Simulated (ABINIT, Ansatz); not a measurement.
# CsAsF6 (R-3): G0W0 on several meshes in ABINIT

How does the mesh move the gap of CsAsF6 (R-3)?

Program: ABINIT 10.8.3. Level of theory: PBEsol and many-body steps on it, plane waves. Results are calculated unless marked as measured.

## Step 1: The starting structure

Symmetry: R-3, No. 148, trigonal system. The conventional cell has a = 7.712 Å, b = 7.712 Å, c = 7.866 Å, α = 90.00°, β = 90.00°, γ = 120.00°. Nearest to Cs lie 12 F at 3.10 to 3.24 Å. Nearest to As lie 6 F at 1.75 Å. F has 1 As at 1.75 Å and 2 Cs at 3.10 to 3.24 Å nearest. Farther neighbours and most contacts between anions are not listed.

The cell and positions are those that the Materials Project relaxed with its own functionals (PBE, PBE+U or r2SCAN), kept fixed. Spin-orbit coupling is left out unless a step names it.

## Step 2: Empty states on the mesh, 2×2×2 mesh, 484 bands

This step: ABINIT 10.8.3; DFT, PBEsol, plane waves, norm-conserving pseudopotentials.

The sums over transitions need many empty states on a uniform mesh; this step solves for them.

run.abi

```
acell 3*1.0 Angstrom
rprim 
  3.855859826403 2.226181708716 2.622049894613
  -3.855859826403 2.226181708716 2.622049894613
  -0.000000000000 -4.452363417478 2.622049894574
ntypat 3
znucl 55 33 9
natom 8
typat 1 2 3 3 3 3 3 3
xred 
  0.500000000000 0.500000000000 0.500000000000
  -0.000000000000 -0.000000000000 -0.000000000000
  0.189597360000 0.275478300000 0.922344570000
  0.275478300000 0.922344570000 0.189597360000
  0.077655430000 0.810402640000 0.724521700000
  0.724521700000 0.077655430000 0.810402640000
  0.810402640000 0.724521700000 0.077655430000
  0.922344570000 0.189597360000 0.275478300000
pp_dirpath "pseudos"
pseudos "Cs.upf, As.upf, F.upf"
ecut 44
ngkpt 2 2 2
nshiftk 1
shiftk 0 0 0
kptopt 1
chksymbreak 0
iscf -2
irdden 1
istwfk *1
nband 484
nbdbuf 44
tolwfr 1e-09
nstep 60
prtvol 0
indata_prefix "in"
outdata_prefix "out"
tmpdata_prefix "tmp"
```

Command:

```sh
> OMP_NUM_THREADS=1 mpirun -n 8 abinit run.abi > log
```

Numbers of over 12 decimals in the logs are rounded to 6 here.

The program printed:

```text
.Version 10.8.3 of ABINIT. v10.8.2 released Aug 2026.

 Symmetries : space group R-3 (#148); Bravais hR (rhombohedral)
[... echo of the input left out ...]
== DATASET  1 ==================================================================
-   mpi_nproc: 8, omp_nthreads: 1 (-1 if OMP is not activated)
-    --> not optimal distribution: autoparal keyword recommended in input file <--

--- !DatasetInfo
iteration_state: {dtset: 1, }
dimensions: {natom: 8, nkpt: 4, mband: 484, nsppol: 1, nspinor: 1, nspden: 1, mpw: 12752, }
cutoff_energies: {ecut:  44.0, pawecutdg:  -1.0, }
[...]
4.43643    4.47199    4.47200    4.47753    4.49666    4.49673    4.50365    4.50791
   4.50829    4.51388    4.51399    4.51676    4.51895    4.53880    4.54090    4.54518
   4.55395    4.56971    4.57833    4.58196
 prteigrs : prtvol=0 or 1, do not print more k-points.

== END DATASET(S) ==============================================================
================================================================================

 -outvars: echo values of variables after computation  --------
            nband         484
             nkpt           4
          spgroup         148
 [... the other variables as echoed above ...]

 Calculation completed.
```

Wall time 6.9 min (8 MPI ranks of Arm Neoverse V2, shared host); peak memory 1.3 GiB; 55 min of CPU time.

This step gave:

| Property | Result |
| --- | --- |
| gap | 5.678 eV |
| k of the valence top | 0, 0, 0 |
| k of the conduction bottom | 0, 0, 0 |
| least direct gap | 5.678 eV |
| k points computed | 4 |
| lowest point of the top converged band, above the valence top | 117.1227 eV |

On this mesh the gap is 5.678 eV.

The density comes from a self-consistent run that is not shown.

## Step 3: Screening, 2×2×2 mesh, 201 bands, screening to 141.5 eV

The RPA dielectric matrix is built and inverted for each q.

This step: RPA screening on PBEsol, plane waves, norm-conserving pseudopotentials.

run.abi, as its differences from that of step 2:

```diff
@@ -26,10 +26,11 @@
 chksymbreak 0
-iscf -2
-irdden 1
 istwfk *1
-nband 484
-nbdbuf 44
-tolwfr 1e-09
-nstep 60
-prtvol 0
+occopt 1
+irdwfk 1
+optdriver 3
+nband 201
+ecuteps 5.2
+inclvkb 2
+awtr 1
+symchi 1
 indata_prefix "in"
```

The program printed:

```text
.Version 10.8.3 of ABINIT. v10.8.2 released Aug 2026.

 Symmetries : space group R-3 (#148); Bravais hR (rhombohedral)
[... echo of the input left out ...]
== DATASET  1 ==================================================================
-   mpi_nproc: 8, omp_nthreads: 1 (-1 if OMP is not activated)

--- !DatasetInfo
iteration_state: {dtset: 1, }
dimensions: {natom: 8, nkpt: 4, mband: 201, nsppol: 1, nspinor: 1, nspden: 1, mpw: 12752, }
cutoff_energies: {ecut:  44.0, pawecutdg:  -1.0, }
electrons: {nelect:   7.40000000E+01, charge:   0.00000000E+00, occopt:   1.00000000E+00, tsmear:   1.00000000E-02, }

 SCREENING: Calculation of the susceptibility and dielectric matrices

 Based on a program developped by R.W. Godby, V. Olevano, G. Onida, and L. Reining.
 Incorporated in ABINIT by V. Olevano, G.-M. Rignanese, and M. Torrent.
.Using double precision arithmetic ; gwpc =  8

[... cell and pseudopotentials left out ...]
--------------------------------------------------------------------------------

 ==== K-mesh for the wavefunctions ====
 Number of points in the irreducible wedge :     4
[... list of points left out ...]
 Together with  6 symmetry operations and time-reversal symmetry
 yields     8 points in the full Brillouin Zone.

 ==== Q-mesh for the screening function ====
 Number of points in the irreducible wedge :     4
[... list of points left out ...]
 Together with  6 symmetry operations and time-reversal symmetry
 yields     8 points in the full Brillouin Zone.

 setmesh: FFT mesh size selected  =    40x   40x   40
          total number of points  =        64000

 vcoul_init : cutoff-mode = AUXILIARY_FUNCTION
 q-points for optical limit:   1
     1)      0.000010    0.000020    0.000030

- screening: taking advantage of time-reversal symmetry
- Maximum band index for partially occupied states nbvw = 37
- Remaining bands to be divided among processors   nbcw = 164
- Number of bands treated by each node ~20

 Number of electrons calculated from density =   74.0000; Expected =   74.0000
 average of density, n =  0.081201
 r_s =    1.4326
 omega_plasma =   27.4876 [eV]

 calculating chi0 at frequencies [eV] :
  1    0.000000E+00    0.000000E+00
  2    0.000000E+00    2.748756E+01

--------------------------------------------------------------------------------
  q-point number  1        q = ( 0.000000, 0.000000, 0.000000) [r.l.u.]
--------------------------------------------------------------------------------
[... chi0 elements left out ...]
 For q-point:  0.000010 0.000020 0.000030
  dielectric constant =   2.0199
  dielectric constant without local fields =   2.2944

  Average fulfillment of the sum rule on Im[epsilon] for q-point    1 :     46.47  [%]
[... wings left out ...]
  q-point number  2        q = ( 0.500000, 0.000000, 0.000000) [r.l.u.]
--------------------------------------------------------------------------------
[... chi0 elements left out ...]
  Average fulfillment of the sum rule on Im[epsilon] for q-point    2 :     50.87  [%]

 [... 2 further q-points ...]
```

It took 73 s on 8 MPI ranks; peak memory 4.3 GiB.

Numbers from this step:

* ε∞ with local fields, on this mesh, along the program's q direction: 2.020
* the same without local fields: 2.294
* plasma frequency: 27.49 eV
* plane waves in the screening matrix: 497

Local fields lower ε∞ by 12 %. On a Γ-centred mesh this coarse the value itself is usually too large, while a short band sum pulls it down.

## Step 4: 2×2×2

The self-energy is evaluated for the states that the input lists, and the levels follow from it, in one-shot runs by the linearised quasiparticle equation.

This step: G0W0 on PBEsol, plane waves, norm-conserving pseudopotentials.

run.abi, as its differences from that of step 3:

```diff
@@ -29,8 +29,15 @@
 irdwfk 1
-optdriver 3
+optdriver 4
 nband 201
+gwcalctyp 0
+ecutsigx 44
+symsigma 1
+nkptgw 1
+kptgw 
+  0.0000000000 0.0000000000 0.0000000000
+bdgw 
+  35 39
 ecuteps 5.2
-inclvkb 2
-awtr 1
-symchi 1
+irdscr 1
+ppmodel 1
 indata_prefix "in"
```

The program printed:

```text
.Version 10.8.3 of ABINIT. v10.8.2 released Aug 2026.

 Symmetries : space group R-3 (#148); Bravais hR (rhombohedral)
[... echo of the input left out ...]
== DATASET  1 ==================================================================
-   mpi_nproc: 8, omp_nthreads: 1 (-1 if OMP is not activated)

--- !DatasetInfo
iteration_state: {dtset: 1, }
dimensions: {natom: 8, nkpt: 4, mband: 201, nsppol: 1, nspinor: 1, nspden: 1, mpw: 12752, }
cutoff_energies: {ecut:  44.0, pawecutdg:  -1.0, }
electrons: {nelect:   7.40000000E+01, charge:   0.00000000E+00, occopt:   1.00000000E+00, tsmear:   1.00000000E-02, }

 SIGMA: Calculation of the GW corrections

 Based on a program developped by R.W. Godby, V. Olevano, G. Onida, and L. Reining.
 Incorporated in ABINIT by V. Olevano, G.-M. Rignanese, and M. Torrent.
.Using double precision arithmetic ; gwpc =  8

[... cell and pseudopotentials left out ...]
--------------------------------------------------------------------------------

 ==== K-mesh for the wavefunctions ====
 Number of points in the irreducible wedge :     4
[... list of points left out ...]
 Together with  6 symmetry operations and time-reversal symmetry
 yields     8 points in the full Brillouin Zone.

 ==== Q-mesh for screening function ====
 Number of points in the irreducible wedge :     4
[... list of points left out ...]
 Together with  6 symmetry operations and time-reversal symmetry
 yields     8 points in the full Brillouin Zone.

 vcoul_init : cutoff-mode = AUXILIARY_FUNCTION
 q-points for optical limit:   1
     1)      0.000010    0.000020    0.000030
 setmesh: FFT mesh size selected  =    60x   60x   60
          total number of points  =       216000

 Number of electrons calculated from density =   74.0000; Expected =   74.0000
 average of density, n =  0.081201
 r_s =    1.4326
 omega_plasma =   27.4876 [eV]

 === KS Band Gaps ===
  >>>> For spin  1
   Minimum direct gap =   5.6780 [eV], located at k-point      :   0.0000  0.0000  0.0000
   Fundamental gap    =   5.6780 [eV], Top of valence bands at :   0.0000  0.0000  0.0000
                                       Bottom of conduction at :   0.0000  0.0000  0.0000
 SIGMA fundamental parameters:
 PLASMON POLE MODEL  1
 number of plane-waves for SigmaX                12717
 number of plane-waves for SigmaC and W            497
 number of plane-waves for wavefunctions         12717
 number of bands                                   201
 number of independent spin polarizations            1
 number of spinorial components                      1
 number of k-points in IBZ                           4
 number of q-points in IBZ                           4
 number of symmetry operations                       6
 number of k-points in BZ                            8
 number of q-points in BZ                            8
 number of frequencies for dSigma/dE                 9
 frequency step for dSigma/dE [eV]                0.25
 number of omega for Sigma on real axis              0
 max omega for Sigma on real axis  [eV]           0.00
 zcut for avoiding poles [eV]                     0.10

 EPSILON^-1 parameters (SCR file):
 dimension of the eps^-1 matrix on file            497
 dimension of the eps^-1 matrix used               497
 number of plane-waves for wavefunctions         12717
 number of bands                                   201
 number of q-points in IBZ                           4
 number of frequencies                               2
 number of real frequencies                          1
 number of imag frequencies                          1

 matrix elements of self-energy operator (all in [eV])

 Perturbative Calculation

--- !SelfEnergy_ee
iteration_state: {dtset: 1, }
kpoint     : [   0.000,    0.000,    0.000, ]
spin       : 1
KS_gap     :    5.678
QP_gap     :   10.351
Delta_QP_KS:    4.673
data: !SigmaeeData |
     Band     E0 <VxcDFT>   SigX SigC(E0)      Z dSigC/dE  Sig(E)    E-E0       E
       35  -1.889 -22.522 -30.392   5.242   0.814  -0.228 -24.661  -2.139  -4.028
       36  -1.889 -22.522 -30.392   5.242   0.814  -0.228 -24.661  -2.139  -4.028
       37  -1.636 -22.969 -30.875   5.312   0.814  -0.229 -25.080  -2.111  -3.746
       38   4.042 -18.327 -13.375  -1.988   0.864  -0.157 -15.765   2.562   6.604
       39   8.175 -11.625  -6.779  -2.628   0.885  -0.129  -9.661   1.964  10.139

== END DATASET(S) ==============================================================
================================================================================

 -outvars: echo values of variables after computation  --------
           etotal      0.0000000000E+00
            nband         201
             nkpt           4
          spgroup         148
 [... the other variables as echoed above ...]

 Calculation completed.
```

Wall time 9.1 s (8 MPI ranks); peak memory 1.8 GiB.

This step gave:

```
G0W0 gap on the points computed              : 10.35 eV
starting gap on the mesh                     : 5.678 eV
k of the valence top                         : 0, 0, 0
k of the conduction bottom                   : 0, 0, 0
Z at the valence top                         : 0.814
Z at the conduction bottom                   : 0.864
least direct G0W0 gap on the computed points : 10.35 eV
```

The gap on the mesh goes from 5.68 eV to 10.35 eV, a correction of +4.67 eV.

## Step 5: Empty states on the mesh, 4×4×4 mesh, 221 bands

This step: DFT, PBEsol, plane waves, norm-conserving pseudopotentials.

run.abi, as its differences from that of step 4:

```diff
@@ -21,3 +21,3 @@
 ecut 44
-ngkpt 2 2 2
+ngkpt 4 4 4
 nshiftk 1
@@ -26,18 +26,10 @@
 chksymbreak 0
+iscf -2
+irdden 1
 istwfk *1
-occopt 1
-irdwfk 1
-optdriver 4
-nband 201
-gwcalctyp 0
-ecutsigx 44
-symsigma 1
-nkptgw 1
-kptgw 
-  0.0000000000 0.0000000000 0.0000000000
-bdgw 
-  35 39
-ecuteps 5.2
-irdscr 1
-ppmodel 1
+nband 221
+nbdbuf 20
+tolwfr 1e-09
+nstep 60
+prtvol 0
 indata_prefix "in"
```

The program printed:

```text
.Version 10.8.3 of ABINIT. v10.8.2 released Aug 2026.

 Symmetries : space group R-3 (#148); Bravais hR (rhombohedral)
[... echo of the input left out ...]
== DATASET  1 ==================================================================
-   mpi_nproc: 8, omp_nthreads: 1 (-1 if OMP is not activated)

--- !DatasetInfo
iteration_state: {dtset: 1, }
dimensions: {natom: 8, nkpt: 14, mband: 221, nsppol: 1, nspinor: 1, nspden: 1, mpw: 12752, }
cutoff_energies: {ecut:  44.0, pawecutdg:  -1.0, }
[...]
2.26075    2.28464    2.29241    2.29241    2.30428    2.32356    2.32356    2.32761
   2.35976    2.35976    2.38312    2.38677    2.38677    2.42183    2.42185    2.43207
   2.43276    2.43294    2.43823    2.45244    2.47942
 prteigrs : prtvol=0 or 1, do not print more k-points.

== END DATASET(S) ==============================================================
================================================================================

 -outvars: echo values of variables after computation  --------
            nband         221
             nkpt          14
          spgroup         148
 [... the other variables as echoed above ...]

 Calculation completed.
```

Run time: 3.8 min. Hardware: 8 MPI ranks; peak memory 1.3 GiB; 30 min of CPU time.

Numbers from this step:

```
gap                                                           : 5.678 eV
k of the valence top                                          : 0, 0, 0
k of the conduction bottom                                    : 0, 0, 0
least direct gap                                              : 5.678 eV
k points computed                                             : 14
lowest point of the top converged band, above the valence top : 63.1538 eV
```

On this mesh the gap is 5.678 eV.

## Step 6: Screening, 4×4×4 mesh, 201 bands, screening to 141.5 eV

This step: RPA screening on PBEsol, plane waves, norm-conserving pseudopotentials.

run.abi, as its differences from that of step 5:

```diff
@@ -26,10 +26,11 @@
 chksymbreak 0
-iscf -2
-irdden 1
 istwfk *1
-nband 221
-nbdbuf 20
-tolwfr 1e-09
-nstep 60
-prtvol 0
+occopt 1
+irdwfk 1
+optdriver 3
+nband 201
+ecuteps 5.2
+inclvkb 2
+awtr 1
+symchi 1
 indata_prefix "in"
```

The program printed:

```text
.Version 10.8.3 of ABINIT. v10.8.2 released Aug 2026.

 Symmetries : space group R-3 (#148); Bravais hR (rhombohedral)
[... echo of the input left out ...]
== DATASET  1 ==================================================================
-   mpi_nproc: 8, omp_nthreads: 1 (-1 if OMP is not activated)

--- !DatasetInfo
iteration_state: {dtset: 1, }
dimensions: {natom: 8, nkpt: 14, mband: 201, nsppol: 1, nspinor: 1, nspden: 1, mpw: 12752, }
cutoff_energies: {ecut:  44.0, pawecutdg:  -1.0, }
electrons: {nelect:   7.40000000E+01, charge:   0.00000000E+00, occopt:   1.00000000E+00, tsmear:   1.00000000E-02, }

 SCREENING: Calculation of the susceptibility and dielectric matrices

 Based on a program developped by R.W. Godby, V. Olevano, G. Onida, and L. Reining.
 Incorporated in ABINIT by V. Olevano, G.-M. Rignanese, and M. Torrent.
.Using double precision arithmetic ; gwpc =  8

[... cell and pseudopotentials left out ...]
--------------------------------------------------------------------------------

 ==== K-mesh for the wavefunctions ====
 Number of points in the irreducible wedge :    14
[... list of points left out ...]
 Together with  6 symmetry operations and time-reversal symmetry
 yields    64 points in the full Brillouin Zone.

 ==== Q-mesh for the screening function ====
 Number of points in the irreducible wedge :    14
[... list of points left out ...]
 Together with  6 symmetry operations and time-reversal symmetry
 yields    64 points in the full Brillouin Zone.

 setmesh: FFT mesh size selected  =    40x   40x   40
          total number of points  =        64000

 vcoul_init : cutoff-mode = AUXILIARY_FUNCTION
 q-points for optical limit:   1
     1)      0.000010    0.000020    0.000030

- screening: taking advantage of time-reversal symmetry
- Maximum band index for partially occupied states nbvw = 37
- Remaining bands to be divided among processors   nbcw = 164
- Number of bands treated by each node ~20

 Number of electrons calculated from density =   74.0000; Expected =   74.0000
 average of density, n =  0.081201
 r_s =    1.4326
 omega_plasma =   27.4876 [eV]

 calculating chi0 at frequencies [eV] :
  1    0.000000E+00    0.000000E+00
  2    0.000000E+00    2.748756E+01

--------------------------------------------------------------------------------
  q-point number  1        q = ( 0.000000, 0.000000, 0.000000) [r.l.u.]
--------------------------------------------------------------------------------
[... chi0 elements left out ...]
 For q-point:  0.000010 0.000020 0.000030
  dielectric constant =   2.0134
  dielectric constant without local fields =   2.2878

  Average fulfillment of the sum rule on Im[epsilon] for q-point    1 :     46.48  [%]
[... wings left out ...]
  q-point number  2        q = ( 0.250000, 0.000000, 0.000000) [r.l.u.]
--------------------------------------------------------------------------------
[... chi0 elements left out ...]
  Average fulfillment of the sum rule on Im[epsilon] for q-point    2 :     54.37  [%]

 [... 12 further q-points ...]
```

Wall time 15 min (8 MPI ranks); peak memory 9.7 GiB.

This step gave:

- ε∞ with local fields, on this mesh, along the program's q direction: 2.013
- the same without local fields: 2.288
- plasma frequency: 27.49 eV
- plane waves in the screening matrix: 497

(Continued in part 2 of 2.)

[Paths, hosts, dates, memory and timing lines, banners, echoed tables and standing remarks are left out of the program output.]

[Logs are printed without paths, hosts, clocks, repeated set-up lines and the standing remarks that a program may print on its own settings, such as how far it seeks lower states.]

[Runs of the session that timed out or met a known fault of the program may be left out.]

[No measured gap is set beside runs whose start may be inverted or whose files or cutoffs have a known fault.]

[Hosts, paths, dates, database ids (printed as entryN), source tags and the programs' standing remarks are cut or masked in the printed files.]

[G0W0 gaps are taken among the corrected bands and points alone; a level outside them can change the order at an edge.]

[Where Ansatz stands beside ABINIT at settings called matched, ABINIT's density can come from a denser mesh and the files from another edition; pairs whose starting gaps differed by over 0.03 eV were left out, so agreement reads better than it is.]
